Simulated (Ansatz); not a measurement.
# Dielectric function and optical constants of Hf, part 2 of 2

What colour and refractive index does Hf have at this level of theory?

Ansatz 0.2.0; DFT, PBE, plane-wave PAW, default files, scalar-relativistic, independent-particle optical response without local fields.

So far. Step 2 (Ground state and bands): There are states at the Fermi level within the smearing, so the occupations stay smeared and the carriers get a Drude term. The cell is left with a pressure of 0.9 GPa, as it stands unrelaxed at this level.

### 3. Spectrum

The spectrum is a sum over vertical transitions between filled and empty bands at the fixed density, so many empty bands are needed.

This step: DFT, PBE, plane-wave PAW, default files, scalar-relativistic, independent-particle optical response without local fields (Ansatz 0.2.0).

The input, input.yaml:

```yaml
crystal:
  lattice:
    - [3.1967, 0.0, 0.0]
    - [-1.59835, 2.7684234083, 0.0]
    - [0.0, 0.0, 5.0578]
  atoms:
    - { symbol: Hf, position: [0.6666666667, 0.3333333333, 0.75] }
    - { symbol: Hf, position: [0.3333333333, 0.6666666667, 0.25] }
kpoints:
  mp_grid: { grid: [11, 11, 6] }
scf:
  occupations: { method: fermi_dirac, width: 0.05 }
hamiltonian:
  xc: pbe
  pseudopotentials: { kind: paw }
output:
  optics:
    e_range: [0, 20]
    de: 0.05
    sigma: 0.1
    drude_damping: 0.03
    nscf_kmesh: { grid: [12, 12, 7] }
    bands: { spectra_wanted_up_to: 20 }
```

Started as:

```sh
$ ansatz run input.yaml --threads 4 --pin off --max-ram 8192MiB --backend cpu --events-out ev --progress --plain --runs-dir out
```

Standard output:

```text
[...]
Crystal: 2 atoms, lattice volume = 44.761 Å³
Basis set: ecut = 420 eV, 881 PW (Γ)
Bands: 32, of which v1, the nominal top of the filled ones, is band 26 counted from 1 (25 counted from 0)
Symmetry: 24 space group operations
[...]
k-points: 64 of 726
[...]
SCF iter   1: F=—  HF=-31442.728053 eV  |F-HF|=—  |Δ(HF+E_count)|=         —  Δρ=3.11e-3  dr2=2.29e-3  ethr=1.77e-3  ⟨swp⟩=4.8  Hψ=6799  notcnv=0
[...]
SCF iter   9: F=-31442.728507 eV  HF=-31442.728507 eV  |F-HF|=1.46e-11  |Δ(HF+E_count)|=  6.55e-11  Δρ=1.84e-7  dr2=9.91e-12  ethr=1.00e-12  ⟨swp⟩=3.1  Hψ=7901  notcnv=0
SCF 1 converged in 9 iterations: F = -31442.728507 eV  dr2 = 9.91e-12
[...]
NSCF: frozen V_eff on 76 k-points
output.optics: what the bands over the 58 summed would add to eps1, eps2 and the energy-loss function is held between a lower and an upper bound (7 Lanczos steps). eps1, eps2 and their loss function (loss_summed_bands) are given on every row as the summed bands alone make them. Along an axis, on a row where the two bounds hold the loss function to about 1 % of the greater of itself and 0.5 % of |1/eps|, its cell (loss_completed) is given, with the completed eps1 and eps2 that it is formed of (a cell that is left empty reads nan in the table and null in the record). The two bounds hold it so along every axis on all 400 rows up to 20.000 eV. [rest of the remark cut]
SCF converged after 9 iterations
Free energy (F): -31442.728507 eV
[...]
Internal energy: -31442.713451 eV  (E = F + TS)
E sigma→0 (E₀):  -31442.720979 eV
Entropy (-TS):   -0.015056 eV (-7.528 meV/atom)
Fermi energy:    19.888659 eV
[...]
--- Band table (eV; the first three rows and the last of 64) ---
  k-point 0: bands = [... 22 lower, 12.5206, 16.1839, 20.5310, 21.0673, 21.0673, 21.3494, 21.8890, 21.8890, ... 2 higher]
  k-point 1: bands = [... 22 lower, 12.7744, 16.0416, 20.2076, 20.9405, 20.9405, 21.1298, 21.6873, 21.6873, ... 2 higher]
  k-point 2: bands = [... 22 lower, 13.4866, 15.4751, 19.8546, 20.5936, 20.8382, 20.8382, 21.2837, 21.2837, ... 2 higher]
  k-point 63: bands = [... 22 lower, 17.8004, 17.8004, 18.7796, 18.7796, 19.6592, 19.6592, 22.4068, 22.4068, ... 2 higher]
```

Run time: 23 s. Hardware: 4 threads of Arm Neoverse V2, shared host; peak memory 1.2 GiB.

Read-outs:

```
main peak of the optical conductivity above 1 eV, first axis : 2.346 eV
Drude plasma energy, first axis                              : 4.100 eV
bands summed                                                 : 58
spectra valid up to                                          : 32.85 eV
program's estimate of the k-sum error in Im epsilon          : 0.84 %
electrons in the f-sum                                       : 24.77
```

The Im ε has structure finer than the step of the table below, so its rows give means over 1 eV. Peaks (eV: height): E ∥ x or y 0.9: 40.0, 2.3: 29.5; E ∥ z 0.8: 101, 1.9: 58.2.

The Im ε by photon energy; means over each step:

| photon energy (eV) | E ∥ x or y | E ∥ z |
| --- | --- | --- |
| 1 | 30.4 | 54.7 |
| 2 | 26.0 | 34.4 |
| 3 | 17.5 | 14.6 |
| 4 | 9.72 | 10.6 |
| 5 | 7.30 | 6.34 |
| 6 | 6.21 | 6.20 |
| 7 | 4.27 | 4.22 |
| 8 | 3.50 | 2.05 |
| 9 | 3.78 | 2.85 |
| 10 | 4.41 | 4.79 |
| 11 | 1.49 | 1.92 |
| 12 | 1.19 | 1.27 |
| 13 | 1.38 | 1.10 |
| 14 | 0.900 | 0.851 |
| 15 | 0.850 | 0.812 |
| 16 | 0.672 | 0.606 |
| 17 | 0.590 | 0.557 |
| 18 | 0.527 | 0.492 |
| 19 | 0.269 | 0.289 |

Table of Re ε by photon energy:

| photon energy (eV) | E ∥ x or y | E ∥ z |
| --- | --- | --- |
| 1 | 10.3 | -25.6 |
| 2 | 7.77 | -25.9 |
| 3 | -6.08 | -6.85 |
| 4 | -3.39 | -6.19 |
| 5 | -2.22 | -1.80 |
| 6 | -2.45 | -2.69 |
| 7 | -2.35 | -2.64 |
| 8 | -0.769 | -1.64 |
| 9 | 0.242 | 1.52 |
| 10 | -2.88 | -3.35 |
| 11 | -2.03 | -2.09 |
| 12 | -0.472 | -0.751 |
| 13 | -0.556 | -0.653 |
| 14 | -0.575 | -0.418 |
| 15 | -0.108 | -0.290 |
| 16 | -0.209 | -0.111 |
| 17 | 0.143 | 0.134 |
| 18 | 0.0379 | 0.106 |
| 19 | 0.228 | 0.285 |
| 20 | 0.504 | 0.487 |

Table of loss function −Im 1/ε at q → 0 by energy loss; read off at these points:

| energy loss (eV) | E ∥ x or y | E ∥ z |
| --- | --- | --- |
| 0.50 | 0.0136 | 0.0177 |
| 1.00 | 0.0249 | 0.0147 |
| 1.50 | 0.0338 | 0.0262 |
| 2.00 | 0.0359 | 0.0169 |
| 2.50 | 0.0403 | 0.0506 |
| 3.00 | 0.0462 | 0.0544 |
| 3.50 | 0.0721 | 0.0684 |
| 4.00 | 0.0929 | 0.0686 |
| 4.50 | 0.109 | 0.0938 |
| 5.00 | 0.129 | 0.151 |
| 5.50 | 0.133 | 0.130 |
| 6.00 | 0.140 | 0.137 |
| 6.50 | 0.168 | 0.142 |
| 7.00 | 0.183 | 0.165 |
| 7.50 | 0.267 | 0.175 |
| 8.00 | 0.269 | 0.303 |
| 8.50 | 0.296 | 0.520 |
| 8.65 | 0.353 | 0.546 |
| 8.80 | 0.310 | 0.597 |
| 9.00 | 0.290 | 0.324 |
| 9.50 | 0.163 | 0.123 |
| 10.00 | 0.153 | 0.143 |
| 10.50 | 0.167 | 0.223 |
| 11.00 | 0.234 | 0.238 |
| 11.50 | 0.359 | 0.305 |
| 12.00 | 0.701 | 0.563 |
| 12.50 | 0.611 | 0.521 |
| 13.00 | 0.629 | 0.694 |
| 13.50 | 0.562 | 0.637 |
| 14.00 | 0.837 | 1.02 |
| 14.50 | 1.13 | 1.05 |
| 15.00 | 1.16 | 1.00 |
| 15.50 | 1.04 | 1.48 |
| 16.00 | 1.40 | 1.48 |
| 16.35 | 1.86 | 1.85 |
| 16.50 | 1.80 | 1.89 |
| 17.00 | 1.62 | 1.66 |
| 17.50 | 1.44 | 1.53 |
| 18.00 | 1.86 | 1.94 |
| 18.30 | 2.46 | 2.29 |
| 18.35 | 2.48 | 2.27 |
| 18.50 | 2.28 | 2.03 |
| 19.00 | 2.16 | 1.75 |
| 19.50 | 0.993 | 0.987 |
| 20.00 | 0.635 | 0.886 |

Values under 1 per cm are given as 1. Table of absorption coefficient by photon energy:

| photon energy (eV) | E ∥ x or y (1/cm) | E ∥ z (1/cm) |
| --- | --- | --- |
| 0.500 | 2.8e5 | 1.6e5 |
| 1.000 | 3.8e5 | 6.7e5 |
| 1.500 | 5.6e5 | 4.7e5 |
| 2.000 | 6.2e5 | 1.3e6 |
| 2.500 | 9.7e5 | 9.1e5 |
| 3.000 | 1.1e6 | 1.0e6 |
| 3.500 | 1.1e6 | 1.1e6 |
| 4.000 | 1.1e6 | 1.2e6 |
| 4.500 | 1.1e6 | 1.2e6 |
| 5.000 | 1.1e6 | 1.0e6 |
| 5.500 | 1.2e6 | 1.2e6 |
| 6.000 | 1.3e6 | 1.3e6 |
| 6.500 | 1.3e6 | 1.4e6 |
| 7.000 | 1.3e6 | 1.4e6 |
| 7.500 | 1.2e6 | 1.4e6 |
| 8.000 | 1.2e6 | 1.2e6 |
| 8.500 | 1.2e6 | 9.2e5 |
| 9.000 | 1.2e6 | 5.8e5 |
| 9.500 | 1.7e6 | 1.7e6 |
| 10.000 | 2.1e6 | 2.1e6 |
| 10.500 | 1.9e6 | 1.8e6 |
| 11.000 | 1.7e6 | 1.7e6 |
| 11.500 | 1.4e6 | 1.6e6 |
| 12.000 | 1.2e6 | 1.3e6 |
| 12.500 | 1.3e6 | 1.4e6 |
| 13.000 | 1.3e6 | 1.3e6 |
| 13.500 | 1.5e6 | 1.4e6 |
| 14.000 | 1.2e6 | 1.1e6 |
| 14.500 | 1.1e6 | 1.1e6 |
| 15.000 | 1.1e6 | 1.2e6 |
| 15.500 | 1.2e6 | 1.0e6 |
| 16.000 | 1.1e6 | 1.0e6 |
| 16.500 | 8.4e5 | 8.2e5 |
| 17.000 | 8.2e5 | 8.2e5 |
| 17.500 | 9.0e5 | 8.4e5 |
| 18.000 | 9.1e5 | 8.1e5 |
| 18.500 | 6.4e5 | 5.9e5 |
| 19.000 | 4.9e5 | 4.7e5 |
| 19.500 | 2.7e5 | 3.5e5 |
| 20.000 | 2.6e5 | 3.9e5 |

The reflectivity at normal incidence has structure finer than the step of the table below, so its rows give means over 0.5 eV. Peaks (eV: height): E ∥ x or y 2.45: 61.1, 10.35: 59.8, 13.85: 40.6; E ∥ z 0.95: 77.0, 2.10: 76.9, 7.50: 52.9, 10.25: 55.1.

Reflectivity at normal incidence against photon energy; means over each step:

| photon energy (eV) | E ∥ x or y (%) | E ∥ z (%) |
| --- | --- | --- |
| 1.0 | 59.2 | 73.1 |
| 1.5 | 57.3 | 58.3 |
| 2.0 | 54.2 | 73.2 |
| 2.5 | 59.1 | 63.0 |
| 3.0 | 58.8 | 57.9 |
| 3.5 | 55.5 | 54.9 |
| 4.0 | 50.3 | 58.1 |
| 4.5 | 47.6 | 56.3 |
| 5.0 | 44.0 | 43.6 |
| 5.5 | 42.5 | 44.6 |
| 6.0 | 44.8 | 46.3 |
| 6.5 | 42.7 | 48.5 |
| 7.0 | 44.6 | 47.9 |
| 7.5 | 35.7 | 52.5 |
| 8.0 | 32.3 | 44.5 |
| 8.5 | 29.9 | 24.7 |
| 9.0 | 23.5 | 12.4 |
| 9.5 | 34.0 | 32.8 |
| 10.0 | 48.5 | 50.9 |
| 10.5 | 58.4 | 50.6 |
| 11.0 | 56.5 | 51.5 |
| 11.5 | 52.1 | 51.8 |
| 12.0 | 31.2 | 37.9 |
| 12.5 | 30.2 | 40.8 |
| 13.0 | 29.6 | 34.8 |
| 13.5 | 34.1 | 34.4 |
| 14.0 | 36.9 | 32.7 |
| 14.5 | 26.1 | 24.3 |
| 15.0 | 21.2 | 27.1 |
| 15.5 | 22.6 | 25.2 |
| 16.0 | 25.4 | 21.8 |
| 16.5 | 17.9 | 17.3 |
| 17.0 | 13.3 | 13.1 |
| 17.5 | 13.0 | 12.5 |
| 18.0 | 17.4 | 15.0 |
| 18.5 | 14.6 | 12.1 |
| 19.0 | 11.1 | 8.83 |
| 19.5 | 5.81 | 4.77 |

Optical constants at common wavelengths, from n + ik = √ε:

| wavelength (nm) | n xy | k xy | R (%) xy | 1/α xy | n z | k z | R (%) z | 1/α z |
| --- | --- | --- | --- | --- | --- | --- | --- | --- |
| 1550 | 5.54 | 3.043 | 57.4 | 41 nm | 7.59 | 6.652 | 74.3 | 19 nm |
| 633 | 4.12 | 3.018 | 53.3 | 17 nm | 4.13 | 6.200 | 74.5 | 8.1 nm |
| 532 | 3.84 | 3.822 | 59.6 | 11 nm | 2.00 | 4.114 | 69.1 | 10 nm |
| 405 | 2.48 | 3.645 | 61.0 | 8.8 nm | 2.13 | 3.325 | 59.2 | 9.7 nm |
| 365 | 2.03 | 3.104 | 56.9 | 9.4 nm | 2.18 | 2.982 | 54.1 | 9.7 nm |
| 308 | 1.83 | 2.583 | 50.1 | 9.5 nm | 1.78 | 3.070 | 58.5 | 8.0 nm |
| 193 | 1.33 | 1.968 | 42.7 | 7.8 nm | 1.24 | 2.171 | 49.1 | 7.1 nm |

A polished face would reflect 62 % of daylight and look light grey (CIE x = 0.317, y = 0.340 under D65).

### 4. Outcome

| Quantity | Value |
| --- | --- |
| gap on the path | 0 eV |
| main peak of the optical conductivity above 1 eV, first axis | 2.35 eV |
| Drude plasma energy, first axis | 4.10 eV |

What this shows: At this level (PBE, independent particles) Hf is a metal with a Drude plasma energy of 4.3 eV; it reflects 58 % at 550 nm. Along x the bare Drude plasma energy is 4.1 eV; Re ε first rises through zero at 0.61 eV, far lower, because interband transitions screen the carriers. Im ε is 15 there, so the loss peak at that energy is weak. A polished face would reflect 62 % of daylight and look light grey (CIE x = 0.317, y = 0.340 under D65). In the base run ε includes the program's bounded estimate of what the bands above those summed add. The carriers' damping of 0.03 eV is typed, not computed; at 0.8 eV the carriers give 3 % of Im ε, the rest is interband. Spin-orbit coupling is left out although heavy atoms are present. The Fermi-Dirac width of 0.05 eV acts as an electron temperature of 580 K in the carriers' term.

[Long decimals in the printed logs are rounded to 6 places.]

[Logs are printed without paths, hosts, clocks, repeated set-up lines and the standing remarks that a program may print on its own settings, such as how far it seeks lower states.]

[Hosts, paths, dates, database ids (printed as entryN), source tags and the programs' standing remarks are cut or masked in the printed files.]

[Where the starting crystal was built by hand or by swapping elements, it need not be the compound's stable phase.]

[The count of steps not shown may lack steps that the program refused or didn't finish.]
